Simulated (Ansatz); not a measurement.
# Electron–phonon scattering in Ir-Rh-Rh-Rh-Ir stack of (111) layers, part 3 of 3

Aim: how strongly do electrons couple to phonons in Ir-Rh-Rh-Rh-Ir stack of (111) layers, and what resistivity does that give?

Ansatz 0.2.0; DFT PBE, scalar-relativistic, plane waves, PAW; PAW set soft_1.

So far, coupling constant λ: step 5 (resistivity: q 2×2×1, k 8×8×1, scattering 12×12×1) 0.414. Also log mean phonon energy ħω_log (meV): step 5 16.7.

### Step 6. Resistivity: q 3×3×1, k 9×9×1, scattering 18×18×1

The next rung changes the q mesh, which sets the reach of the force constants and couplings; the k mesh of the density and its response; the scattering mesh, which samples the Fermi surface; the phonon self-energy between the q points, now taken in.

Input file input.yaml:

```yaml
crystal:
  lattice:
    - [2.6802083259, -2.8794e-06, 0.0]
    - [-1.3401016693, 2.3211299374, 0.0]
    - [0.0, 0.0, 41.3514443109]
  atoms:
    - { symbol: Ir, position: [0.0, 0.0, 0.1320870452] }
    - { symbol: Rh, position: [0.3333333333, 0.6666666667, 0.1852908767] }
    - { symbol: Rh, position: [0.6666666667, 0.3333333333, 0.2391176455] }
    - { symbol: Rh, position: [0.0, 0.0, 0.2929444143] }
    - { symbol: Ir, position: [0.3333333333, 0.6666666667, 0.3461482457] }
  periodic: [true, true, false]
kpoints:
  mp_grid: { grid: [9, 9, 1] }
hamiltonian:
  xc: pbe
  pseudopotentials: { kind: paw, azcp: { folder: soft_1 } }
scf:
  occupations: { method: methfessel_paxton, width: 0.2 }
output:
  eigenvalues: true
phonons:
  method: dfpt
  qmesh: [3, 3, 1]
  temperatures: { t_max: 1000, t_step: 50 }
  qpath:
    path:
      - [0.0, 0.0, 0.0]
      - [0.5, 0.0, 0.0]
      - [0.33333333, 0.33333333, 0.0]
      - [0.0, 0.0, 0.0]
    npoints: 10
  electrical_resistivity:
    mesh: [18, 18, 1]
    temperatures: [20.0, 50.0, 77.0, 100.0, 150.0, 200.0, 300.0, 400.0, 600.0, 800.0]
  superconductivity: { mesh: [18, 18, 1] }
```

Launch:

```console
$ ansatz run input.yaml --threads 4 --pin off --max-ram 12288MiB --backend cpu --events-out ev --progress --plain --runs-dir out
```

Numbers of over 12 decimals in the logs are rounded to 6 here.

Log:

```text
[...]
Crystal: 5 atoms, lattice volume = 257.252 Å³
Basis set: ecut = 420 eV, 5113 PW (Γ), exchange–correlation on 36×36×576 points (8 copies of the dense FFT grid, shifted against one another)
Bands: 51, of which v1, the nominal top of the filled ones, is band 43 counted from 1 (42 counted from 0)
Symmetry: 12 space group operations
k-points: 12 of 81 (irreducible under 6 space group operations, time reversal used)
[...]
SCF iter   1: F=—  HF=-43083.357714 eV  |F-HF|=—  |Δ(HF+E_count)|=         —  Δρ=7.06e-2  dr2=4.05e1  ethr=3.10e-3  ⟨swp⟩=16.3  Hψ=10194  notcnv=0  defer=33
[...]
SCF iter  16: F=-43080.792277 eV  HF=-43080.792277 eV  |F-HF|=3.35e-10  |Δ(HF+E_count)|=  2.98e-10  S|Δr|=    0.00e0  Δρ=3.63e-8  dr2=4.48e-12  ethr=1.00e-12  ⟨swp⟩=31.8  Hψ=7213  notcnv=0
SCF 1 converged in 16 iterations: F = -43080.792277 eV  dr2 = 4.48e-12
[...]
Bands: 59, of which v1, the nominal top of the filled ones, is band 43 counted from 1 (42 counted from 0)
k-points: 12 of 81
SCF iter   1: F=—  HF=-43083.357714 eV  |F-HF|=—  |Δ(HF+E_count)|=         —  Δρ=7.06e-2  dr2=4.05e1  ethr=3.10e-3  ⟨swp⟩=16.3  Hψ=5803  notcnv=0  defer=33
[...]
SCF iter  16: F=-43080.792277 eV  HF=-43080.792277 eV  |F-HF|=1.96e-10  |Δ(HF+E_count)|=  4.44e-10  S|Δr|=    0.00e0  Δρ=3.59e-8  dr2=4.30e-12  ethr=1.00e-12  ⟨swp⟩=4.8  Hψ=2012  notcnv=0
SCF 2 converged in 16 iterations: F = -43080.792277 eV  dr2 = 4.30e-12
[...]
SCF converged after 16 iterations
[...]
Free energy (F): -43080.792277 eV
[...]
Internal energy: -43080.789204 eV  (E = F + TS)
E sigma→0 (E₀):  -43080.791509 eV
Entropy (-TS):   -0.003073 eV (-0.615 meV/atom)
Fermi energy:    -5.494124 eV
[...]
--- Band table (eV; the first three rows and the last of 12) ---
  k-point 0: bands = [... 39 lower, -6.5231, -6.5231, -6.4646, -6.4646, -5.8722, -5.8722, -5.7167, -5.1150, ... 12 higher]
  k-point 1: bands = [... 39 lower, -7.0160, -6.8183, -6.6675, -6.6659, -6.4171, -6.2128, -5.8652, -5.1258, ... 12 higher]
  k-point 2: bands = [... 39 lower, -7.2440, -6.8893, -6.7246, -6.6882, -6.2908, -5.8637, -5.7375, -5.1647, ... 12 higher]
  k-point 11: bands = [... 39 lower, -6.6279, -5.4876, -5.4876, -5.2807, -5.1724, -5.1724, 0.6254, 0.6254, ... 12 higher]
  ° read free of the cell's end (the report's vacuum.weakly_bound_levels)
[...]
ASR residual: 8.132e-5 → 0.000e0 eV/Å²; symmetrization residual: 9.530e-7 eV/Å²
[...]
ASR residual per site (eV/Å²): 2.69e-5 8.13e-5 2.66e-5 8.13e-5 2.75e-5
[...]
--- Phonons (arbitrary-q DFPT): 3 irreducible q on the 3×3×1 mesh ---
[...]
interpolated dispersion: 31 rows × 15 modes
[...]
--- Electrical resistivity: potentials and phonons of a 3×3×1 supercell ---
[...]
at the Fermi level of each mesh (of a tensor half of its trace):
[...]
18×18×1                     3.0983              4.3645    0.3678    0.4354          18.327
          9×9×1                     3.2986              4.2848    0.3846    0.4922          18.170
  resistivity on the deck's mesh, µΩ·cm:
[...]
20.00     8.9601e-3              no     8.9601e-3     8.9601e-3      0.0000e0       2.0502e-2         1.0941e-2
     50.00     8.4000e-1              no     8.4000e-1     8.4000e-1      0.0000e0        1.2768e0         8.3921e-1
     77.00      3.0897e0              no      3.0897e0      3.0897e0      0.0000e0        3.7965e0          2.9632e0
    100.00      5.5138e0              no      5.5138e0      5.5138e0      0.0000e0        6.2565e0          5.2171e0
    150.00      1.0955e1              no      1.0955e1      1.0955e1      0.0000e0        1.1714e1          1.0288e1
    200.00      1.6249e1              no      1.6249e1      1.6249e1      0.0000e0        1.7099e1          1.5245e1
    300.00      2.6489e1              no      2.6489e1      2.6489e1      0.0000e0        2.7641e1          2.4865e1
    400.00      3.6421e1              no      3.6421e1      3.6421e1      0.0000e0        3.7949e1          3.4214e1
    600.00      5.5637e1              no      5.5637e1      5.5637e1      0.0000e0        5.8084e1          5.2337e1
    800.00      7.4460e1              no      7.4460e1      7.4460e1      0.0000e0        7.8001e1          7.0123e1
  sheet resistance at 20 K: 0.02167 Ω
[...]
Hall coefficient in a weak field at 20 K (along the normal): 2.242e-10 m³/C (how far it moves between the two finest meshes is not known); by each state's relaxation time: 2.856e-10 m³/C; by a constant relaxation time: 3.540e-10 m³/C
  sheet resistance at 50 K: 2.031 Ω
[...]
sheet resistance at 77 K: 7.472 Ω
[...]
sheet resistance at 100 K: 13.33 Ω
[...]
sheet resistance at 150 K: 26.49 Ω
[...]
sheet resistance at 200 K: 39.29 Ω
[...]
sheet resistance at 300 K: 64.06 Ω
[...]
sheet resistance at 400 K: 88.08 Ω
[...]
sheet resistance at 600 K: 134.5 Ω
[...]
sheet resistance at 800 K: 180.1 Ω
[...]
vibrations of 9 cells: unjudged by the run; compare a larger repeat
[...]
at the force constants' own smearing the fine mesh and the k-points of their solves give squared frequencies that differ by 11.7 % of the larger at the most, at (0.3333, 0.3333, 0)
--- Superconductivity: potentials and phonons of a 3×3×1 supercell ---
           mesh         λ    ħω_log (meV)  μ* declared at (meV)
        18×18×1    0.3678          18.327               19.750
          9×9×1    0.3846          18.170               19.578
  λ by the species' shares of the modes' patterns: Ir 0.1635, Rh 0.2043
  with the Fermi level up to 30.8 meV (the hardest mode) off, states and modes as they are: density of states 2.9669 to 3.3219 /eV of one spin and cell, λ 0.3443 to 0.4012
[...]
0.08      0.905         0.918         0.862         0.857         0.957         0.949          0.951
      0.10      0.533         0.540         0.494         0.493         0.572         0.569          0.569
      0.12      0.279         0.283         0.253         0.255         0.312         0.313          0.312
      0.13      0.191         0.193         0.171         0.174         0.221         0.223          0.222
      0.14      0.124         0.126         0.111         0.114         0.151         0.155          0.153
      0.16      0.044         0.044    none_found    none_found    none_found    none_found     none_found
      0.20      0.002         0.002    none_found    none_found    none_found    none_found     none_found
  none_found: no transition down to 0.1 K
  isotope coefficients −∂ln Tc/∂ln M under μ* = 0.13, the force constants as they are, of the isotropic transitions restricted to the Fermi surface and over the full bandwidth: Ir 0.150 and 0.148, Rh 0.003 and -0.001
  gaps at the Fermi level over the full bandwidth under μ* = 0.1, 0.142 K: 0.034 to 0.137 meV
[...]
not converged in the mesh (λ, the transition temperature): between neighbouring meshes, the two finest first, λ moves by 4.57 % and the anisotropic transition temperature over the full bandwidth at μ* = 0.13 by 72.71 %; converged means that the two finest part by at most 2.00 % and 5.00 %
  vibrations of 9 cells: unjudged by the run; compare a larger repeat
[...]
```

Wall time 19 min (4 threads of Arm Neoverse V2, shared host); peak memory 4 GiB.

This step gave:

```yaml
zero_point_energy: 0.1443 eV/cell
highest_frequency_solved_or_plainly_interpolated: 257.1 cm⁻¹
sheet_resistance_300k: 64.06 Ω/square, mean in the plane
resistivity_at_300_k: 26.49 μΩ cm, mean of the axes, of the whole cell with its vacuum
coupling_constant_lambda: 0.3678
density_of_states_at_the_fermi_level: 3.098 states/eV a spin and cell
log_mean_phonon_energy_omega_log: 18.33 meV
transport_coupling_constant_lambda_tr: 0.4354, 0.4354, 0 (xx, yy, zz)
drude_plasma_energy: 4.365, 4.365, 0 eV (xx, yy, zz), of the whole cell with its vacuum
second_moment_phonon_energy_omega: 19.75 meV
```

Solved on the 3×3×1 mesh alone; all other wavevectors are interpolated. The phonon branches at the labelled points (cm⁻¹):

```csv
point,branch 1,branch 2,branch 3,branch 4,branch 12,branch 13,branch 14,branch 15
Γ,0,0,0,41,138,154,212,227
halfway,82,88,90,95,195,200,211,215
M,100,101,107,110,200,235,247,257
halfway,111,112,114,116,195,219,238,249
K,118,118,131,131,215,215,221,236
halfway,94,95,101,103,201,205,212,219
Γ,0,0,0,41,138,154,212,227
```

The Eliashberg function α²F has structure finer than the step of the table below, so its rows give means over 1 meV, whole bins alone (the curve runs from 0.12 to 30.7 meV). Peaks (meV: height): α²F 13.1: 0.273, 15.5: 0.235, 17.7: 0.559, 20.1: 0.333, 22.2: 0.409, 22.7: 0.435, 27.1: 0.322; α²F tr 13.1: 0.328, 14.3: 0.327, 15.5: 0.398, 17.7: 0.716, 20.1: 0.445, 22.7: 0.486, 27.1: 0.382.

Table of Eliashberg function α²F by phonon energy; means over each step:

```csv
phonon energy (meV),α²F,α²F tr
1,0,0
2,5.8e-5,0
3,2.2e-4,1.2e-4
4,4.5e-4,2.2e-4
5,9.0e-4,4.0e-4
6,0.00189,8.2e-4
7,0.00248,0.00129
8,0.00362,0.00218
9,0.00881,0.00581
10,0.0160,0.0133
11,0.0304,0.0278
12,0.101,0.110
13,0.205,0.242
14,0.214,0.263
15,0.128,0.173
16,0.149,0.222
17,0.147,0.177
18,0.357,0.457
19,0.115,0.123
20,0.203,0.251
21,0.233,0.271
22,0.290,0.335
23,0.328,0.379
24,0.217,0.259
25,0.0988,0.122
26,0.100,0.109
27,0.192,0.229
28,0.165,0.167
29,0.136,0.144
30,0.0545,0.0507
```

Of the whole cell with its vacuum, so only the sheet resistance is a property of the layer; the means are those of the plane. Resistivity, by row:

```csv
T (K),ρ_xx (μΩ cm),ρ_yy,ρ_zz,"ρ by Ziman's lowest order, mean","ρ by relaxation times, mean",within 2 % of the coarser mesh
20,0.00896,0.00896,-,0.0205,0.01094,no
50,0.84,0.84,-,1.277,0.8392,no
77,3.09,3.09,-,3.796,2.963,no
100,5.514,5.514,-,6.257,5.217,no
150,10.96,10.96,-,11.71,10.29,no
200,16.25,16.25,-,17.1,15.25,no
300,26.49,26.49,-,27.64,24.86,no
400,36.42,36.42,-,37.95,34.21,no
600,55.64,55.64,-,58.08,52.34,no
800,74.46,74.46,-,78,70.12,no
```

The cell's resistivity over its height. Sheet resistance, along x against temperature:

```csv
temperature (K),"sheet resistance, along x (Ω/square)"
20,0.0217
50,2.03
77,7.47
100,13.3
150,26.5
200,39.3
300,64.1
400,88.1
600,134
800,180
```

Some points of the scattering mesh along the symmetry lines, up to three branches each (those of largest λ), at most 39 rows; the frequencies are those of the scattering step, which can differ from the solved and plainly interpolated ones; single rows converge slowly. Mode couplings:

```csv
q1,q2,q3,branch,ħω (meV),λ_q,half width (meV)
0.3333,0,0,1,11.59,0.0371,0.0485
0.3333,0,0,2,12.67,0.0402,0.0628
0.3333,0,0,7,17.65,0.032,0.0971
0.3889,0.2222,0,1,13.99,0.0467,0.089
0.3889,0.2222,0,3,15.43,0.0554,0.129
0.3889,0.2222,0,5,17.32,0.046,0.134
0.2778,0.2778,0,1,14.11,0.0533,0.103
0.2778,0.2778,0,2,14.21,0.0429,0.0844
0.2778,0.2778,0,11,22.99,0.0489,0.252
0.1111,0.1111,0,8,17.13,0.0358,0.102
0.1111,0.1111,0,12,21.05,0.03,0.129
0.1111,0.1111,0,15,27.51,0.0158,0.116
```

Table of Eliashberg function α²F by phonon energy; read off at these points:

```csv
phonon energy (meV),α²F,Ir,Rh
0.1,0,0,0
0.8,0,0,0
1.8,0,0,0
2.5,1.0e-4,1.0e-4,1.0e-4
3.5,3.0e-4,2.0e-4,1.0e-4
4.2,5.0e-4,3.0e-4,2.0e-4
5.2,9.0e-4,6.0e-4,3.0e-4
5.9,0.0019,0.0013,6.0e-4
6.6,0.0022,0.0015,7.0e-4
7.6,0.003,0.0021,9.0e-4
8.3,0.0041,0.0029,0.0012
9.3,0.0135,0.0101,0.0034
10.0,0.0155,0.0112,0.0043
10.9,0.0283,0.0211,0.0072
11.7,0.0602,0.0474,0.0129
12.4,0.157,0.135,0.0221
13.3,0.195,0.177,0.0176
14.1,0.244,0.228,0.0164
15.0,0.105,0.0819,0.023
15.8,0.195,0.155,0.0397
16.7,0.0691,0.0257,0.0434
17.4,0.340,0.190,0.150
17.7,0.559,0.325,0.234
18.4,0.211,0.0974,0.114
19.1,0.0965,0.0199,0.0766
19.8,0.149,0.0329,0.116
20.1,0.333,0.0678,0.266
20.8,0.228,0.0348,0.193
21.5,0.165,0.0164,0.149
22.2,0.409,0.0765,0.333
22.5,0.342,0.05,0.292
22.7,0.435,0.073,0.362
23.2,0.265,0.0636,0.202
24.2,0.225,0.0223,0.202
24.9,0.0975,0.0163,0.0811
25.6,0.105,0.0122,0.0928
26.6,0.102,0.0052,0.097
27.1,0.322,0.0121,0.309
27.3,0.210,0.007,0.203
28.3,0.143,0.0039,0.139
29.0,0.147,0.0032,0.144
29.9,0.0437,7.0e-4,0.043
30.7,0.0355,5.0e-4,0.0351
```

λ by element:

```csv
share in the modes' patterns,λ
Ir,0.1635
Rh,0.2043
```

λ by pair of elements:

```csv
motions of the sites of,λ
Ir-Ir,0.1719
Ir-Rh,-0.03713
Rh-Rh,0.233
```

Largest shares of lambda; single rows converge slowly. Strongest modes:

```csv
q1,q2,q3,star,branch,ħω (meV),λ_q,half width (meV)
0.1667,0.3889,0,12,1,13.34,0.05981,0.1037
0.05556,0.4444,0,12,1,12.46,0.05944,0.08977
0.2778,0.3333,0,12,3,15.48,0.05778,0.1347
0.1111,0.3889,0,12,1,12.71,0.05465,0.08589
0.2778,0.3333,0,12,4,15.73,0.0523,0.126
0.05556,0.3889,0,12,1,12.14,0.0488,0.06999
0.1111,0.3333,0,12,1,12.43,0.04759,0.07159
0.2222,0.3333,0,12,1,13.9,0.04748,0.08925
```

300 K. The cumulative share of the conductivity, along x by mean free path:

```csv
mean free path (nm),"cumulative share of the conductivity, along x"
1.41,0.00242
1.58,0.00599
1.78,0.0145
2.00,0.0295
2.24,0.0564
2.51,0.0808
2.82,0.0917
3.16,0.100
3.55,0.118
3.98,0.151
4.47,0.237
5.01,0.347
5.62,0.429
6.31,0.559
7.08,0.694
7.94,0.842
8.91,0.912
10,0.953
```

Resistivity by mesh:

```csv
mesh,T (K),mean rho (μΩ cm)
18x18x1,20,0.00896
18x18x1,300,26.49
18x18x1,800,74.46
9x9x1,20,0.01024
9x9x1,300,30.12
9x9x1,800,82.2
```

Rigid bands, phonons held. The density of states per spin and coupling constant by shift of the Fermi level:

```csv
shift of the Fermi level (eV),N (states/eV a spin),λ
-0.09,3.62,0.436
-0.08,3.70,0.443
-0.07,3.68,0.439
-0.06,3.61,0.431
-0.05,3.43,0.413
-0.04,3.31,0.401
-0.03,3.31,0.399
-0.02,3.23,0.389
-0.01,3.16,0.378
0.00,3.10,0.368
0.01,3.05,0.360
0.02,2.97,0.345
0.03,3.03,0.348
0.04,3.67,0.412
0.05,3.75,0.417
0.06,3.30,0.369
0.07,3.22,0.360
0.08,3.16,0.351
0.09,3.21,0.353
```

Share of the Fermi-level states against lambda of a state:

```csv
lambda of a state,share of the Fermi-level states
0.214,0.0023
0.229,0
0.244,0.0013
0.259,0.0013
0.273,0.002
0.288,0.0057
0.303,0.136
0.318,0.015
0.333,0.129
0.348,0.123
0.363,0.139
0.378,0.121
0.393,0.0967
0.408,0.111
0.423,0.0375
0.438,0.0361
0.453,0.003
0.468,0.0161
0.483,0.0057
0.498,0.0159
0.513,3.0e-4
0.528,0.0012
0.543,0
0.558,0.0019
```

The modes has structure finer than the step of the table below, so its rows give means over 10 cm⁻¹, whole bins alone (the curve runs from -10 to 274 cm⁻¹). Peaks (cm⁻¹: height): Ir 109.8: 0.138, 143.8: 0.103; Rh 143.8: 0.112, 165.3: 0.0953, 179.6: 0.108, 199.3: 0.0818, 213.6: 0.0874.

Phonopy on the run's constants, 21x21x1 mesh, Gaussian sigma 2.0 cm⁻¹. Table of modes by wavenumber; means over each step; values in 1/cm⁻¹/cell:

```csv
wavenumber (cm⁻¹),Ir,Rh
0,3.6e-4,2.9e-4
10,2.8e-4,2.1e-4
20,0.00113,8.4e-4
30,0.00170,0.00118
40,0.00331,0.00164
50,0.00582,0.00216
60,0.00932,0.00326
70,0.0178,0.00497
80,0.0259,0.00694
90,0.0445,0.00937
100,0.105,0.0127
110,0.123,0.0155
120,0.0575,0.0153
130,0.0282,0.0287
140,0.0642,0.0839
150,0.0293,0.0718
160,0.0106,0.0682
170,0.0132,0.0819
180,0.0137,0.0986
190,0.0166,0.0638
200,0.0158,0.0649
210,0.00617,0.0676
220,0.00284,0.0608
230,0.00161,0.0551
240,0.00144,0.0502
250,6.3e-4,0.0260
260,8.7e-5,0.00444
```

By its own test the run is not converged in the mesh. λ = 0.368 and 64.1 Ω per square at 300 K, against 0.414 and 82.5 in the run with q 2×2×1, k 8×8×1, scattering 12×12×1 (-11.2 % and -22.4 %). The run's own test puts 14 % between its two finest meshes on the component of the resistivity at 300 K that moves most.

### Step 7. Summary of results

```
run                                             : PBE, q 3×3×1, k 9×9×1, scattering 18×18×1
coupling constant λ                             : 0.368
log mean phonon energy ħω_log                   : 18.3 meV
states at the Fermi level                       : 3.10 states/eV/spin/cell
sheet resistance at 300 K                       : 64.1 Ω per square
change between its two finest scattering meshes : λ 5 %, resistivity at 300 K 14 %
time of that run                                : 19 min
```

What this shows: On the last rung that gave a resistivity at the base settings (q 3×3×1, k 9×9×1, scattering 18×18×1), Ir-Rh-Rh-Rh-Ir stack of (111) layers has λ = 0.37 and a phonon-limited sheet resistance of 64.1 Ω per square at 300 K. The coupling constant from the curve is λ = 0.37; modes below 18.6 meV give half. The coupling is moderate (λ = 0.37), so phonons raise the electrons' mass at the Fermi surface by about 37 %. Values of ρ(T) under 50 K rest on the softest modes, mostly interpolated ones, and are the least sure of the table. The high-temperature form ρ = 2π k_B T λ_tr/(ħ ε₀ ω_p²) gives 27.6 μΩ cm along x at 300 K, against 26.5 from the Boltzmann equation. By their share in the modes' patterns, Rh atoms take 56 % of λ. The three lowest branches give 24 % of λ. By the run's own test, which takes the component that moves most, the resistivity at 300 K moves by 14 % between its two finest scattering meshes, so it is not converged. In the run quoted no mode is imaginary at the wavevectors of the 3×3×1 mesh; wavevectors off that mesh are interpolated. Only scattering by harmonic phonons counts; impurities, grain boundaries and thermal expansion are left out. The resistivity belongs to the whole cell, vacuum included; the sheet resistance is the quantity that does not depend on the vacuum. Spin–orbit coupling, left out here, matters for Ir. The c of the given cell is the typed one; the program laid its own vacuum and ran the layer in a cell 41.4 Å high. The structure was built by hand as an ordered model, and its stability against other phases was not tested.

[Logs are printed without paths, hosts, clocks, repeated set-up lines and the standing remarks that a program may print on its own settings, such as how far it seeks lower states.]

[Hosts, paths, dates, database ids (printed as entryN), source tags and the programs' standing remarks are cut or masked in the printed files.]
